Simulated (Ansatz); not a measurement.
# The gap of CuBiPbS3 (Aikinite): a ladder of methods and an error budget, part 2 of 2

Aim: a best estimate of the quasiparticle gap of CuBiPbS3 (Aikinite), with each correction and its cost laid out.

Ansatz 0.2.0; density functionals, hybrids, G0W0, plane waves, PAW. Known limits of the many-body steps: not at the basis limit; d shell near the gap, gap tends to lie low; no spin-orbit coupling; coarse k mesh.

So far. Step 11 (G0W0@HSE06, 2×4×2 mesh, 647 empty bands, screening to …): Against the run with 2×4×2 mesh, 647 empty bands, screening to 66 eV on LDA, the gap moves by +0.12 eV, while the start moved by +0.84 eV. Step 12 (G0W0@LDA, 2×4×2 mesh, 647 empty bands, screening to 66 …): Against the run with 2×4×2 mesh, 647 empty bands, screening to 66 eV, the gap moves by −0.05 eV.

In doubt: one-shot GW on d or f shells is unsure (steps 8, 9, 10, 11, 12, 13, 14), so the values of those runs are not to be relied on; masses and optical values from hybrid runs of this build are listed as unsure (step 11), which bears on the screening that GW takes from such a start; the program warns that the response may not be converged on this k-mesh (step 7), which bears on dielectric and field responses.

**13. G0W0@LDA, 2×4×2 mesh, 647 empty bands, screening to 66 eV, hard PAW files**

Other atomic data (hard PAW) test the pseudisation: the cutoff goes from 420 to 700 eV and the valence electrons from 264 to 328, which opens shells that were frozen.

input.yaml

```yaml
crystal:
  lattice:
    - [11.638, 0.0, 0.0]
    - [0.0, 4.039, 0.0]
    - [0.0, 0.0, 11.319]
  atoms:
    - { symbol: Cu, position: [0.2338, 0.25, 0.2085] }
    - { symbol: Cu, position: [0.2662, 0.75, 0.7085] }
    - { symbol: Cu, position: [0.7338, 0.25, 0.2915] }
    - { symbol: Cu, position: [0.7662, 0.75, 0.7915] }
    - { symbol: Bi, position: [0.0189, 0.25, 0.6827] }
    - { symbol: Bi, position: [0.4811, 0.75, 0.1827] }
    - { symbol: Bi, position: [0.5189, 0.25, 0.8173] }
    - { symbol: Bi, position: [0.9811, 0.75, 0.3173] }
    - { symbol: Pb, position: [0.8329, 0.25, 0.0105] }
    - { symbol: Pb, position: [0.6671, 0.75, 0.5105] }
    - { symbol: Pb, position: [0.3329, 0.25, 0.4895] }
    - { symbol: Pb, position: [0.1671, 0.75, 0.9895] }
    - { symbol: S, position: [0.716, 0.25, 0.6986] }
    - { symbol: S, position: [0.784, 0.75, 0.1986] }
    - { symbol: S, position: [0.216, 0.25, 0.8014] }
    - { symbol: S, position: [0.284, 0.75, 0.3014] }
    - { symbol: S, position: [0.0467, 0.25, 0.14] }
    - { symbol: S, position: [0.4533, 0.75, 0.64] }
    - { symbol: S, position: [0.5467, 0.25, 0.36] }
    - { symbol: S, position: [0.9533, 0.75, 0.86] }
    - { symbol: S, position: [0.3775, 0.25, 0.0559] }
    - { symbol: S, position: [0.1225, 0.75, 0.5559] }
    - { symbol: S, position: [0.8775, 0.25, 0.4441] }
    - { symbol: S, position: [0.6225, 0.75, 0.9441] }
kpoints:
  mp_grid: { grid: [2, 4, 2] }
hamiltonian:
  xc: lda
  pseudopotentials: { kind: paw, source: ansatz }
scf:
  occupations: { method: fixed }
gw:
  n_empty_bands: 647
  ecut_chi: 66
  qp_bands: [v2, c2]
  qp_kpoints: band_edges
  screening: { model: contour_deformation }
```

Run with:

```sh
$ ansatz run input.yaml --threads 32 --pin off --max-ram 129024MiB --backend cuda --events-out ev --progress --plain --runs-dir out --devices 1 --max-vram 157GiB  # rebuilt from the run's record
```

Wall time 66 s (1 × NVIDIA GB200 with 32 threads of Arm Neoverse V2, shared host); peak memory 8.4 GiB.

Numbers from this step:

| Property | Result |
| --- | --- |
| bands summed | 811 |
| RPA ε∞ on this mesh (eigenvalues) | 16.66, 17.52, 17.91 |
| plane waves in the screening matrix | 649 |
| G0W0 gap on the mesh | 1.069 eV |
| k of the valence top | 0, 0, -0.5 |
| k of the conduction bottom | 0, 0.25, 0 |
| starting gap on the mesh | 0.5978 eV |
| least direct G0W0 gap on the computed points | 1.165 eV |

Against the run with 2×4×2 mesh, 647 empty bands, screening to 66 eV, the gap moves by −0.004 eV.

**14. G0W0@r2SCAN, 2×4×2 mesh, 647 empty bands, screening to 66 eV**

This step: G0W0 on r2SCAN, plane waves, PAW.

Changes to input.yaml since step 13:

```diff
@@ -33,4 +33,3 @@
 hamiltonian:
-  xc: lda
-  pseudopotentials: { kind: paw, source: ansatz }
+  xc: r2scan
 scf:
```

It took 41 s on 1 × NVIDIA GB200 with 32 threads; peak memory 7.8 GiB; 2.1 min of CPU time.

Numbers from this step:

```yaml
bands_summed: 779
rpa_eps_infinity_on_this_mesh_eigenvalues: 12.09, 13.21, 13.52
plane_waves_in_the_screening_matrix: 649
g0w0_gap_on_the_mesh: 1.046 eV
k_of_the_valence_top: 0, 0, -0.5
k_of_the_conduction_bottom: 0, 0.25, 0
starting_gap_on_the_mesh: 0.8586 eV
least_direct_g0w0_gap_on_the_computed_points: 1.151 eV
```

Against the run with 2×4×2 mesh, 647 empty bands, screening to 66 eV on HSE06, the gap moves by −0.15 eV, while the start moved by −0.58 eV.

**15. The ladder**

Times are wall times on 1 × NVIDIA GB200 with 32 threads of Arm Neoverse V2, shared host, good to a factor of about two. G0W0 rows are gaps on the mesh, lowered by the amount that the mesh misses the start's edges, a rough step that assumes the same correction there.

```
                                   level  gap (eV)  least direct gap (eV)     time
                                     LDA      0.59                   0.62    2.7 s
                                 LDA+SOC      0.36                   0.37    4.4 s
                                  r2SCAN      0.86                   0.91    2.5 s
                                   HSE06      1.44                   1.45     29 s
                                    PBE0      2.07                   2.08     29 s
              G0W0@LDA (229 empty bands)      1.44                      -     23 s
              G0W0@LDA (647 empty bands)      1.07                      -     37 s
             G0W0@LDA (1393 empty bands)      0.94                      -     94 s
            G0W0@HSE06 (647 empty bands)      1.19                      -  2.1 min
G0W0@LDA (647 empty bands, plasmon pole)      1.02                      -     35 s
    G0W0@LDA (647 empty bands, hard PAW)      1.06                      -     66 s
           G0W0@r2SCAN (647 empty bands)      1.04                      -     41 s
```

**16. Adding up the best estimate**

```
                                                                   term      eV  running total (eV)
                                             G0W0 on the mesh, top rung   0.944               0.944
to the limit, by a line in one over the bands through the two top rungs  −0.135               0.809
                                                band edges off the mesh  −0.007               0.802
                                            spin-orbit change, from LDA  −0.226               0.576
```

Changes that are not added in, each against a run with equal bands and cutoff:

```
                                 change      eV
                            start HSE06   +0.12
plasmon pole in place of full frequency   −0.05
                         hard PAW files  −0.004
                           start r2SCAN   −0.03
```

**17. Summary of results**

```yaml
lda_gap: 0.59 eV, indirect (only 31 meV under the direct gap)
hse06: 1.44 eV
pbe0: 2.07 eV
g0w0_top_rung_on_the_mesh: 0.94 eV
best_estimate_g0w0_lda_with_spin_orbit_change: 0.58 eV
gw_settings_of_the_top_rung: 2×4×2 mesh, 1393 empty bands, screening to 110 eV
known_limits: one-shot GW, static lattice; one k mesh, untested; d shell near the gap, gap tends to lie low; coarse k mesh
```

**Reading.** The best estimate for G0W0@LDA is 0.58 eV, indirect (only 10 meV under the direct gap) by LDA+SOC, against 0.36 eV at the start (both with spin-orbit coupling). The pair of rungs below gives a limit −0.06 eV away. Of the changes left open the largest, +0.12 eV, comes from starting at HSE06. Among the functionals r2SCAN comes nearest: +0.06 eV from the estimate without its spin-orbit term (0.80 eV). The RPA ε∞ on the GW mesh averages 17.3 against 17.1 from perturbation theory, which takes a denser mesh of its own and holds the xc response as well. The coupling also moves a band edge to another k point, so its change of the gap does not carry over to G0W0 exactly. All runs took 8.6 min, 81 % of it in G0W0. The 2×4×2 mesh is coarse for this cell (its supercell is 16 Å along the shortest edge). The RPA ε∞ on it, from the LDA start, is 16.67, 17.48 and 17.88; such meshes misread the long-range screening, most where the gap is narrow. A d shell, filled or nearly so, lies near the gap. One-shot GW converges very slowly in bands there, not always from below, and on a semilocal start the gap tends to come out low; starts rich in exact exchange can overshoot instead.

[Paths, hosts, dates, memory and timing lines, banners, echoed tables and standing remarks are left out of the program output.]

[Logs are printed without paths, hosts, clocks, repeated set-up lines and the standing remarks that a program may print on its own settings, such as how far it seeks lower states.]

[Runs of the session that timed out or met a known fault of the program may be left out.]

[Cells called generated may have been cut or substituted from an entry of the Crystallography Open Database or the Materials Project.]

[Hosts, paths, dates, database ids (printed as entryN), source tags and the programs' standing remarks are cut or masked in the printed files.]
